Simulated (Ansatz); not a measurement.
# KAg: relaxing a made-up structure, part 2 of 2

This structure for KAg is made up. Its elements were placed in a known structure type with a cell scaled to their sizes. What cell does the guess relax to, and how far off was it?

Ansatz 0.2.0; DFT, r2SCAN, plane-wave PAW, files of the set soft_1, scalar-relativistic, no spin, cell and ions relaxed at zero pressure; PAW set soft_1 (the session's first sound run).

So far: The structure; Relaxing cell and atoms. The relaxed cell has a = 4.093, c = 3.938 Å (conventional setting).

### Step 3. Electronic structure of the relaxed cell

A second self-consistent run takes a narrower smearing and the mesh shown in its input; the bands follow along the standard path of the relaxed lattice.

This step: DFT, r2SCAN, plane-wave PAW, files of the set soft_1, scalar-relativistic, no spin, bands and density of states at the relaxed cell; PAW set soft_1 (Ansatz 0.2.0).

input.yaml reads:

```yaml
crystal:
  lattice:
    - [4.0932507362, 0.0, 0.0]
    - [0.0, 4.0932507362, 0.0]
    - [0.0, 0.0, 3.9378128668]
  atoms:
    - { symbol: Ag, position: [0.0, 0.0, 0.0] }
    - { symbol: K, position: [0.5, 0.5, 0.5] }
kpoints:
  mp_grid: { grid: [8, 8, 8] }
  band_path:
    path:
      - [[0.0, 0.0, 0.0], [0.0, 0.5, 0.0], [0.5, 0.5, 0.0], [0.0, 0.0, 0.0], [0.0, 0.0, 0.5], [0.0, 0.5, 0.5], [0.5, 0.5, 0.5], [0.0, 0.0, 0.5]]
      - [[0.0, 0.5, 0.0], [0.0, 0.5, 0.5]]
      - [[0.5, 0.5, 0.0], [0.5, 0.5, 0.5]]
    npoints: 8
scf:
  occupations: { method: fermi_dirac, width: 0.03 }
  n_extra_bands: 6
hamiltonian:
  xc: r2scan
  pseudopotentials: { kind: paw, azcp: { folder: soft_1 } }
output:
  forces: true
  stress: true
  write_bands: true
  dos: { projected: true }
  write_density: true
  write_potential: true
  elf: true
  volumetric_format: npy
```

Launch:

```bash
$ ansatz run input.yaml --threads 4 --pin off --max-ram 8192MiB --backend cpu --events-out ev --progress --plain --runs-dir out
```

Numbers of over 12 decimals in the logs are rounded to 6 here.

The program printed:

```text
[...]
Crystal: 2 atoms, lattice volume = 65.977 Å³
Basis set: ecut = 500 eV, 1679 PW (Γ), exchange–correlation on 120×120×120 points (64 copies of the dense FFT grid, shifted against one another)
Bands: 20, of which v1, the nominal top of the filled ones, is band 14 counted from 1 (13 counted from 0)
Symmetry: 16 space group operations
[...]
k-points: 75 of 512
[...]
SCF iter   1: F=—  HF=-9147.344078 eV  |F-HF|=—  |Δ(HF+E_count)|=         —  Δρ=7.15e-2  dr2=4.69e0  dr2_τ=8.68e-2  ethr=3.10e-3  ⟨swp⟩=6.3  Hψ=8039  notcnv=0
[...]
SCF iter   8: F=-9146.195697 eV  HF=-9146.195696 eV  |F-HF|=2.49e-7  |Δ(HF+E_count)|=   3.18e-6  Δρ=1.23e-5  dr2=9.09e-8  dr2_τ=3.25e-9  ethr=3.57e-10  ⟨swp⟩=12.7  Hψ=10847  notcnv=0
the search or the solves at the SCF's close seem to have found levels that the self-consistency loop had missed (the run counts 1). By its estimate they hold under 1e-12 electrons; where the run keeps them, the occupations were computed again with them
SCF 1 converged in 8 iterations: F = -9146.195697 eV  dr2 = 9.09e-8
[...]
NSCF: frozen V_eff on 75 k-points
SCF converged after 8 iterations
Free energy (F): -9146.195697 eV
[...]
Internal energy: -9146.194280 eV  (E = F + TS)
E sigma→0 (E₀):  -9146.194989 eV
Entropy (-TS):   -0.001416 eV (-0.708 meV/atom)
Fermi energy:    6.424203 eV
[...]
--- Stress (GPa, compression-positive) ---
       -0.096923       0.000000       0.000000
        0.000000      -0.096923       0.000000
        0.000000       0.000000       0.253193
  P = ⅓ Tr σ = 0.0198 GPa (0.198 kbar)
--- Band table (eV; the first three rows and the last of 75) ---
  k-point 0: bands = [... 10 lower, 2.3652, 2.4061, 2.4061, 2.5595, 10.8238, 10.9087, 12.1814, 12.1814, ... 2 higher]
  k-point 1: bands = [... 10 lower, 2.3689, 2.3901, 2.3901, 2.7439, 10.3567, 10.8723, 12.0194, 12.0194, ... 2 higher]
  k-point 2: bands = [... 10 lower, 2.3521, 2.3521, 2.3777, 3.3015, 8.8750, 11.0020, 11.6814, 11.6814, ... 2 higher]
  k-point 74: bands = [... 10 lower, 2.1949, 2.5458, 2.5995, 7.9911, 7.9911, 8.0196, 8.0197, 13.0798, ... 2 higher]
```

Elapsed: 9.1 s, on 4 threads of Arm Neoverse N1, shared host; peak memory 0.53 GiB.

Reading the cycles: dr2 is the Hartree energy of the density residual (eV), the measure of convergence; HF is the Harris–Foulkes estimate of the energy, which meets the free energy F at convergence.

Numbers from this step:

```yaml
free_energy: -9146.1957 eV
energy_at_zero_smearing: -9146.1950 eV
smearing_term_ts: 0.001416 eV
fermi_energy: 6.424 eV
pressure: 0.01978 GPa
```

From bands.tsv, the bands that come nearest the Fermi level along the path, at its corners, in eV from the Fermi level:

| point | band 11 | band 12 | band 13 | band 14 | band 15 | band 16 | band 17 | band 18 |
| --- | --- | --- | --- | --- | --- | --- | --- | --- |
| Γ | -4.06 | -4.02 | -4.02 | -3.86 | 4.40 | 4.48 | 5.76 | 5.76 |
| X | -4.13 | -4.09 | -4.00 | -1.72 | -0.34 | 4.73 | 4.80 | 5.35 |
| M | -4.12 | -4.12 | -3.89 | -0.86 | 1.58 | 1.58 | 3.93 | 7.11 |
| Γ | -4.06 | -4.02 | -4.02 | -3.86 | 4.40 | 4.48 | 5.76 | 5.76 |
| Z | -4.12 | -4.12 | -4.03 | -1.46 | -0.22 | 4.80 | 4.86 | 4.86 |
| R | -4.17 | -4.16 | -3.85 | -0.64 | 1.68 | 1.77 | 4.11 | 6.77 |
| A | -4.23 | -3.88 | -3.82 | 1.57 | 1.57 | 1.60 | 1.60 | 6.66 |
| Z | -4.12 | -4.12 | -4.03 | -1.46 | -0.22 | 4.80 | 4.86 | 4.86 |
| X | -4.13 | -4.09 | -4.00 | -1.72 | -0.34 | 4.73 | 4.80 | 5.35 |
| R | -4.17 | -4.16 | -3.85 | -0.64 | 1.68 | 1.77 | 4.11 | 6.77 |
| M | -4.12 | -4.12 | -3.89 | -0.86 | 1.58 | 1.58 | 3.93 | 7.11 |
| A | -4.23 | -3.88 | -3.82 | 1.57 | 1.57 | 1.60 | 1.60 | 6.66 |

States per cell as run, both spins, in windows of 1 eV, from dos.tsv (zero at the Fermi level):

| from | to | total |
| --- | --- | --- |
| -8 | -7 | 0.00 |
| -7 | -6 | 0.00 |
| -6 | -5 | 0.00 |
| -5 | -4 | 9.20 |
| -4 | -3 | 0.96 |
| -3 | -2 | 0.49 |
| -2 | -1 | 0.92 |
| -1 | 0 | 0.40 |
| 0 | 1 | 0.40 |
| 1 | 2 | 1.37 |
| 2 | 3 | 1.15 |
| 3 | 4 | 0.88 |
| 4 | 5 | 1.82 |
| 5 | 6 | 2.21 |

A further 16.0 states lie below the table's range.

ELF in the ac plane at fractional y = 0.000, with atoms of Ag within 0.2 Å of it. It is the smooth field of the valence electrons, not physical close to the nuclei.

Ten even steps from '_' (0.02) to '@' (0.83), each cell a mean:
```
%%**++--::::::..::::::==++##
**++==--::::....::::::--==++
==----::::::....::::::::--==
::::::::::::____..::::::::::
::::::::....______..::::::::
::::....____________....::::
........____________........
::::::::..__________..::::::
::::::::::..____..::::::::::
----::::::::......::::::----
++==--::::::....::::::--==++
##**++--::::::..::::::--++**
@@##++--::::::..::::::==**%%
```
Columns run along a (4.1 Å), rows up along c (3.9 Å). Atoms in or near the plane, at fractional coordinates: Ag at (0.00, 0.00).

Electrostatic potential energy in the ac plane at fractional y = 0.000, with atoms of Ag within 0.2 Å of it. With pseudopotentials it is smooth inside the atoms' cores, unlike the true potential.

Ten even steps from '_' (-21 eV) to '@' (10 eV), each cell a mean:
```
==..__==%%@@@@@@@@@@##--__::
____::**@@@@@@@@@@@@%%++____
::--**%%@@@@@@@@@@@@@@%%++--
##%%@@@@@@@@@@@@@@@@@@@@%%%%
@@@@@@@@@@@@@@@@@@@@@@@@@@@@
@@@@@@@@@@@@@@@@@@@@@@@@@@@@
@@@@@@@@@@@@@@@@@@@@@@@@@@@@
@@@@@@@@@@@@@@@@@@@@@@@@@@@@
%%@@@@@@@@@@@@@@@@@@@@@@@@@@
==++##@@@@@@@@@@@@@@@@%%##++
____==##@@@@@@@@@@@@%%**::__
--____++%%@@@@@@@@@@##--__..
%%--__--%%@@@@@@@@@@##::__++
```
Columns run along a (4.1 Å; values clipped at the 3rd and 97th percentile), rows up along c (3.9 Å). Atoms in or near the plane, at fractional coordinates: Ag at (0.00, 0.00).

Valence density in the ac plane at fractional y = 0.000, with atoms of Ag within 0.2 Å of it. It is the smooth field of the valence electrons, not physical close to the nuclei.

Ten steps, logarithmic in the rise over the least value, from '0' (0 e/Å³) to '9' (21 e/Å³), each cell a mean:
```
98631000002478
76421000001357
43210000000134
21100000000011
00000000000000
00000000000000
00000000000000
00000000000000
11000000000011
33210000000123
65320000001246
98531000002378
99641000002479
```
Columns run along a (4.1 Å), rows up along c (3.9 Å). Atoms in or near the plane, at fractional coordinates: Ag at (0.00, 0.00).

### Step 4. What came out

| Item | Value |
| --- | --- |
| space group, relaxed | P4/mmm |
| conventional cell | a = 4.093, b = 4.093, c = 3.938 Å; α = 90.0°, β = 90.0°, γ = 90.0° |
| volume per atom | 32.99 Å³ (guess 43.06) |

What this shows: KAg relaxes to P4/mmm with a = 4.093, b = 4.093 and c = 3.938 Å. The guessed volume was 31 % too large. The space group P4/mmm was held in the relaxation, so the end point is a stationary structure within it and may be a saddle against distortions or other arrangements. Bands cross the Fermi level, so it is a metal or semimetal at this level. On the 8×8×8 mesh with the narrower smearing (relaxed on 7×7×5) the forces vanish, as symmetry may demand, and the largest stress component is 0.253 GPa, against the relaxation's thresholds of 0.015 eV/Å and 0.05 GPa. The cutoff wasn't tested. A vector of the cell changed its length by 25 %, so the starting arrangement is largely lost and the mesh was laid for another shape. No dispersion term is used, so weakly bound directions may come out too long. The runs have no spin, and magnetism wasn't tested. Nothing here tests whether the compound is stable against decomposition.

[Logs are printed without paths, hosts, clocks, repeated set-up lines and the standing remarks that a program may print on its own settings, such as how far it seeks lower states.]

[Hosts, paths, dates, database ids (printed as entryN), source tags and the programs' standing remarks are cut or masked in the printed files.]
